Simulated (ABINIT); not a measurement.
## A GW chain in ABINIT: LiBH4 (F-43m)

Wanted: ground state, empty states, screening and self-energy for LiBH4 (F-43m).

Program: ABINIT 10.8.3. Level of theory: PBEsol and many-body steps on it, plane waves. Results are calculated unless marked as measured.

### Step 1. Starting point

It takes space group F-43m (No. 216, cubic). Conventional cell: a = 5.711 Å, b = 5.711 Å, c = 5.711 Å, α = 90.00°, β = 90.00°, γ = 90.00°. Nearest to Li lie 12 H at 2.37 Å. Nearest to B lie 4 H at 1.22 Å. Nearest to H lie 1 B at 1.22 Å. Farther neighbours are not listed.

The cell and positions are those that the Materials Project relaxed with its own functionals (PBE, PBE+U or r2SCAN), kept fixed.

### Step 2. Ground state

This step: ABINIT 10.8.3; DFT, PBEsol, plane waves, norm-conserving pseudopotentials.

The ground-state density comes first.

Input file run.abi:

```
acell 3*1.0 Angstrom
rprim 
  0.000000000000 2.855319000000 2.855319000000
  2.855319000000 0.000000000000 2.855319000000
  2.855319000000 2.855319000000 0.000000000000
ntypat 3
znucl 3 5 1
natom 6
typat 1 2 3 3 3 3
xred 
  0.000000000000 0.000000000000 0.000000000000
  0.500000000000 0.500000000000 0.500000000000
  0.376786667500 0.376786667500 0.376786667500
  0.869639997500 0.376786667500 0.376786667500
  0.376786667500 0.376786667500 0.869639997500
  0.376786667500 0.869639997500 0.376786667500
pp_dirpath "pseudos"
pseudos "Li.upf, B.upf, H.upf"
ecut 34
ngkpt 6 6 6
nshiftk 1
shiftk 0 0 0
kptopt 1
chksymbreak 0
nband 12
occopt 1
tolvrs 1e-10
nstep 60
prtwf 0
optforces 0
optstress 0
indata_prefix "in"
outdata_prefix "out"
tmpdata_prefix "tmp"
```

Started as:

```sh
$ OMP_NUM_THREADS=1 mpirun -n 4 abinit run.abi > log
```

Numbers of over 12 decimals in the logs are rounded to 6 here.

What it wrote:

```text
.Version 10.8.3 of ABINIT. v10.8.2 released Aug 2026.

 Symmetries : space group F-4 3 m (#216); Bravais cF (face-center cubic)
================================================================================
 Values of the parameters that define the memory need of the present run
     intxc =       0    ionmov =       0      iscf =       7    lmnmax =       4
     lnmax =       4     mgfft =      45  mpssoang =       2    mqgrid =    3001
     natom =       6  nloc_mem =       1    nspden =       1   nspinor =       1
    nsppol =       1      nsym =      24    n1xccc =    2501    ntypat =       3
    occopt =       1   xclevel =       2
-    mband =          12        mffmem =           1         mkmem =           4
       mpw =        2993          nfft =       91125          nkpt =          16
================================================================================
  Rough estimation (10% accuracy) of disk space for files :
================================================================================

--------------------------------------------------------------------------------
------------- Echo of variables that govern the present computation ------------
--------------------------------------------------------------------------------
 -outvars: echo values of preprocessed input variables --------
            acell      1.8897261259E+00  1.8897261259E+00  1.8897261259E+00 Bohr

      chksymbreak           0
             ecut      3.40000000E+01 Hartree
-          fftalg         312

              ixc     -116133
              kpt      0.00000000E+00  0.00000000E+00  0.00000000E+00
                       1.66666667E-01  0.00000000E+00  0.00000000E+00
                       3.33333333E-01  0.00000000E+00  0.00000000E+00
                       5.00000000E-01  0.00000000E+00  0.00000000E+00
                       1.66666667E-01  1.66666667E-01  0.00000000E+00
                       3.33333333E-01  1.66666667E-01  0.00000000E+00
                       5.00000000E-01  1.66666667E-01  0.00000000E+00
                      -3.33333333E-01  1.66666667E-01  0.00000000E+00
                      -1.66666667E-01  1.66666667E-01  0.00000000E+00
   [... 5 further rows ...]
                      -3.33333333E-01  3.33333333E-01  1.66666667E-01
                      -3.33333333E-01  5.00000000E-01  1.66666667E-01
         kptrlatt        6    0    0      0    6    0      0    0    6
          kptrlen      4.57846344E+01
P           mkmem           4
            natom           6
            nband          12
            ngfft          45      45      45
             nkpt          16
            nstep          60
             nsym          24
           ntypat           3
              occ      2.000000  2.000000  2.000000  2.000000  2.000000  0.000000
                       0.000000  0.000000  0.000000  0.000000  0.000000  0.000000
        optforces           0
        optstress           0
            prtwf           0
            rprim      0.0000000000E+00  2.8553190000E+00  2.8553190000E+00
[...]
spgroup         216

           tolvrs      1.00000000E-10

             xred      0.0000000000E+00  0.0000000000E+00  0.0000000000E+00
[...]
znucl        3.00000    5.00000    1.00000

================================================================================

 chkinp: Checking input parameters for consistency.

================================================================================
== DATASET  1 ==================================================================
-   mpi_nproc: 4, omp_nthreads: 1 (-1 if OMP is not activated)

--- !DatasetInfo
iteration_state: {dtset: 1, }
dimensions: {natom: 6, nkpt: 16, mband: 12, nsppol: 1, nspinor: 1, nspden: 1, mpw: 2993, }
cutoff_energies: {ecut:  34.0, pawecutdg:  -1.0, }
electrons: {nelect:   1.00000000E+01, charge:   0.00000000E+00, occopt:   1.00000000E+00, tsmear:   1.00000000E-02, }

 Real(R)+Recip(G) space primitive vectors, cartesian coordinates (Bohr,Bohr^-1):
 R(1)=  0.0000000  5.3957709  5.3957709  G(1)= -0.0926652  0.0926652  0.0926652
 R(2)=  5.3957709  0.0000000  5.3957709  G(2)=  0.0926652 -0.0926652  0.0926652
 R(3)=  5.3957709  5.3957709  0.0000000  G(3)=  0.0926652  0.0926652 -0.0926652
 Unit cell volume ucvol=  3.1418866E+02 bohr^3
 Angles (23,13,12)=  6.00000000E+01  6.00000000E+01  6.00000000E+01 degrees

 getcut: wavevector=  0.0000  0.0000  0.0000  ngfft=  45  45  45
         ecut(hartree)=     34.000   => boxcut(ratio)=   2.19674

--- Pseudopotential description ------------------------------------------------
- Li Generated using ONCVPSP code by D. R. Hamann
-  3.00000   3.00000  180301                  znucl, zion, pspdat
12 -116133 1 -1 1944                          pspcod,pspxc,lmax,lloc,mmax
     nproj     2     2
  pspatm : epsatm=    2.60875052
         --- l  ekb(1:nproj) -->
[...]
pspatm: atomic psp has been read  and splines computed

- B Generated using ONCVPSP code by D. R. Hamann
-  5.00000   3.00000  180301                  znucl, zion, pspdat
12 -116133 1 -1 1534                          pspcod,pspxc,lmax,lloc,mmax
     nproj     2     2
  pspatm : epsatm=    3.20154509
         --- l  ekb(1:nproj) -->
[...]
pspatm: atomic psp has been read  and splines computed

- H Generated using ONCVPSP code by D. R. Hamann
-  1.00000   1.00000  180301                  znucl, zion, pspdat
12 -116133 1 -1 1180                          pspcod,pspxc,lmax,lloc,mmax
     nproj     2     1
  pspatm : epsatm=    0.35585368
         --- l  ekb(1:nproj) -->
[...]
1   -0.494138
 pspatm: atomic psp has been read  and splines computed

   7.23371032E+01                                ecore*ucvol(ha*bohr**3)
--------------------------------------------------------------------------------

_setup2: Arith. and geom. avg. npw (full set) are    2974.319    2974.292

================================================================================

--- !BeginCycle
iteration_state: {dtset: 1, }
solver: {iscf: 7, nstep: 60, nline: 4, wfoptalg: 0, }
tolerances: {tolvrs: 1.00E-10, }

     iter   Etot(hartree)      deltaE(h)  residm     vres2
 ETOT  1  -12.365769882513    -1.237E+01 4.902E-02 7.421E+02
 ETOT  2  -12.442883637619    -7.711E-02 1.416E-03 5.304E+01
 ETOT  3  -12.448443296157    -5.560E-03 8.526E-04 3.383E+00
 ETOT  4  -12.448597432417    -1.541E-04 2.574E-05 1.704E-01
 ETOT  5  -12.448605909441    -8.477E-06 1.218E-05 1.481E-02
 ETOT  6  -12.448606382352    -4.729E-07 4.667E-06 5.834E-04
 ETOT  7  -12.448606393809    -1.146E-08 1.264E-06 2.435E-05
 ETOT  8  -12.448606394395    -5.859E-10 1.475E-06 1.933E-07
 ETOT  9  -12.448606394408    -1.272E-11 3.999E-07 2.838E-09
 ETOT 10  -12.448606394408     1.918E-13 4.617E-07 2.300E-11

 At SCF step   10       vres2   =  2.30E-11 < tolvrs=  1.00E-10 =>converged.

--- !ResultsGS
iteration_state: {dtset: 1, }
comment   : Summary of ground state results
lattice_vectors:
- [  0.0000000,   5.3957709,   5.3957709, ]
- [  5.3957709,   0.0000000,   5.3957709, ]
- [  5.3957709,   5.3957709,   0.0000000, ]
lattice_lengths: [   7.63077,    7.63077,    7.63077, ]
lattice_angles: [ 60.000,  60.000,  60.000, ] # degrees, (23, 13, 12)
lattice_volume:   3.1418866E+02
convergence: {deltae:  1.918E-13, res2:  2.300E-11, residm:  4.617E-07, diffor:  0.000E+00, }
etotal    :  -1.24486064E+01
entropy   :   0.00000000E+00
fermie    :  -7.08920318E-02
cartesian_stress_tensor: null
pressure_GPa: null
xred      :
- [  0.0000E+00,   0.0000E+00,   0.0000E+00, Li]
- [  5.0000E-01,   5.0000E-01,   5.0000E-01,  B]
- [  3.7679E-01,   3.7679E-01,   3.7679E-01,  H]
- [  8.6964E-01,   3.7679E-01,   3.7679E-01,  H]
- [  3.7679E-01,   3.7679E-01,   8.6964E-01,  H]
- [  3.7679E-01,   8.6964E-01,   3.7679E-01,  H]
cartesian_forces: null
force_length_stats: {min: null, max: null, mean: null, }

 Integrated electronic density in atomic spheres:
 ------------------------------------------------
 Atom  Sphere_radius  Integrated_density
[...]
================================================================================

 ----iterations are completed or convergence reached----

 Mean square residual over all n,k,spin=   24.081E-10; max=  46.170E-08
 reduced coordinates (array xred) for    6 atoms
[...]
0.500000000000      0.500000000000      0.500000000000
       0.376786667500      0.376786667500      0.376786667500
       0.869639997500      0.376786667500      0.376786667500
       0.376786667500      0.376786667500      0.869639997500
       0.376786667500      0.869639997500      0.376786667500
 rms dE/dt=  0.0000E+00; max dE/dt=  0.0000E+00; dE/dt below (all hartree)
    1       0.000000000000      0.000000000000      0.000000000000
    2       0.000000000000      0.000000000000      0.000000000000
    3       0.000000000000      0.000000000000      0.000000000000
    4       0.000000000000      0.000000000000      0.000000000000
    5       0.000000000000      0.000000000000      0.000000000000
    6       0.000000000000      0.000000000000      0.000000000000

 cartesian coordinates (angstrom) at end:
    1      0.000000     0.000000     0.000000
    2      2.855319     2.855319     2.855319
    3      2.151692     2.151692     2.151692
    4      2.151692     3.558946     3.558946
    5      3.558946     3.558946     2.151692
    6      3.558946     2.151692     3.558946
 length scales=  1.889726125908  1.889726125908  1.889726125908 bohr
              =  1.000000000000  1.000000000000  1.000000000000 angstroms
 prteigrs : about to open file out_EIG
 Fermi (or HOMO) energy (hartree) =  -0.07089   Average Vxc (hartree)=  -0.30004
 Eigenvalues (hartree) for nkpt=  16  k points:
 kpt#   1, nband= 12, wtk=  0.00463, kpt=  0.0000  0.0000  0.0000 (reduced coord)
  -1.67503   -0.35746   -0.07089   -0.07089   -0.07089    0.19439    0.25260    0.25260
   0.25260    0.32405    0.38658    0.38658
 prteigrs : prtvol=0 or 1, do not print more k-points.

--- !EnergyTerms
iteration_state     : {dtset: 1, }
comment             : Components of total free energy in Hartree
kinetic             :  9.47867966732239E+00
hartree             :  2.82203960605937E+00
xc                  : -4.25099606206456E+00
Ewald energy        : -6.29401107506731E+00
psp_core            :  2.30234609957626E-01
local_psp           : -9.58613257785255E+00
non_local_psp       : -4.84842056276274E+00
total_energy        : -1.24486063944078E+01
total_energy_eV     : -3.38743836822419E+02
band_energy         : -4.69295657458119E+00

== END DATASET(S) ==============================================================
================================================================================

 -outvars: echo values of variables after computation  --------
           etotal     -1.2448606394E+01
            nband          12
             nkpt          16
          spgroup         216
 [... the other variables as echoed above ...]

 Calculation completed.
```

Elapsed: 8.5 s, on 4 MPI ranks of Intel Xeon 6975P-C (Granite Rapids), shared host; peak memory 0.35 GiB; 33 s of CPU time.

This step gave:

- total energy: -338.7438 eV
- gap: 5.992 eV
- k of the valence top: 0, 0, 0
- k of the conduction bottom: 0.5, 0, 0
- least direct gap: 6.297 eV

The gap is indirect, with the least direct gap 0.31 eV higher.

(Continued in part 2 of 3.)

[Paths, hosts, dates, memory and timing lines, banners, echoed tables and standing remarks are left out of the program output.]

[Logs are printed without paths, hosts, clocks, repeated set-up lines and the standing remarks that a program may print on its own settings, such as how far it seeks lower states.]

[Runs of the session that timed out or met a known fault of the program may be left out.]

[Hosts, paths, dates, database ids (printed as entryN), source tags and the programs' standing remarks are cut or masked in the printed files.]

[G0W0 gaps are taken among the corrected bands and points alone; a level outside them can change the order at an edge.]

[Where Ansatz stands beside ABINIT at settings called matched, ABINIT's density can come from a denser mesh and the files from another edition; pairs whose starting gaps differed by over 0.03 eV were left out, so agreement reads better than it is.]
